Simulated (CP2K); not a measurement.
Consider 2-methoxyfuran at its PBE geometry (Å).

```xyz
13

C    -2.2890    0.0753    0.2034
O    -1.2941   -0.9595    0.1167
C    -0.0353   -0.4924    0.0037
C     0.5367    0.7528   -0.0645
C     1.9511    0.5104   -0.1787
C     2.1284   -0.8398   -0.1710
O     0.8988   -1.4825   -0.0587
H    -3.2495   -0.4402    0.2951
H    -2.2804    0.6981   -0.7041
H    -2.1137    0.7070    1.0874
H     0.0281    1.7082   -0.0397
H     2.7326    1.2584   -0.2573
H     2.9863   -1.4959   -0.2323
```

Method: CP2K XAS_TDP, all-electron GAPW, PBEh(45%), aug-cc-pVDZ, TDA, no relativity.

Q: Predict the bright core excitations at the C K edge.

Leading lines: C1 285.02 eV, C3 284.54 eV, C4 282.81 eV, C5 282.04 eV and C6 282.92 eV. The leading line of an atom is its first one with 35 % of the strongest within 2.5 eV of its lowest line over the strength cut. 

The first six lines of each atom with a strength over 0.0015:

| atom | energy (eV) | states | strength, one atom |
| --- | --- | --- | --- |
| C1 (bonded to O and 3 H) | 285.02 | 1 | 0.0423 |
|  | 286.16 | 1 | 0.0254 |
|  | 286.19 | 1 | 0.0259 |
|  | 287.15 | 1 | 0.0028 |
|  | 287.39 | 1 | 0.0037 |
|  | 287.82 | 1 | 0.0020 |
| C3 (bonded to C and 2 O) | 284.54 | 1 | 0.0656 |
|  | 287.43 | 1 | 0.0035 |
|  | 287.82 | 1 | 0.0082 |
|  | 288.15 | 1 | 0.0060 |
|  | 288.16 | 1 | 0.0029 |
|  | 288.82 | 1 | 0.0133 |
| C4 (bonded to 2 C and H) | 282.81 | 1 | 0.0398 |
|  | 283.98 | 1 | 0.0080 |
|  | 284.17 | 1 | 0.0099 |
|  | 284.88 | 1 | 0.0033 |
|  | 284.98 | 1 | 0.0021 |
|  | 285.17 | 1 | 0.0017 |
| C5 (bonded to 2 C and H) | 282.04 | 1 | 0.0497 |
|  | 284.23 | 1 | 0.0094 |
|  | 285.12 | 1 | 0.0061 |
|  | 286.03 | 1 | 0.0050 |
|  | 286.32 | 1 | 0.0019 |
|  | 286.62 | 1 | 0.0045 |
| C6 (bonded to C, O and H) | 282.92 | 1 | 0.0515 |
|  | 285.43 | 1 | 0.0160 |
|  | 285.95 | 1 | 0.0151 |
|  | 286.30 | 1 | 0.0059 |
|  | 286.59 | 1 | 0.0016 |
|  | 286.93 | 1 | 0.0040 |

Lines are vertical, at one geometry, with no vibrational structure. Without a correction of the core level, line positions, and the gaps between valence and Rydberg lines, follow the share of exact exchange. At this level such K lines come out 3 to 6 eV under measured ones. These values hold no scalar relativity, about 0.1 eV for C 1s. Rydberg lines, and the discretised continuum above threshold, depend on the basis and the box.

[Banner, clock and machine lines of the logs are left out without a mark of their own.]

[Logs are printed without paths, hosts, clocks, repeated set-up lines and the standing remarks that a program may print on its own settings, such as how far it seeks lower states.]

[Hosts, paths, dates, database ids (printed as entryN), source tags and the programs' standing remarks are cut or masked in the printed files.]
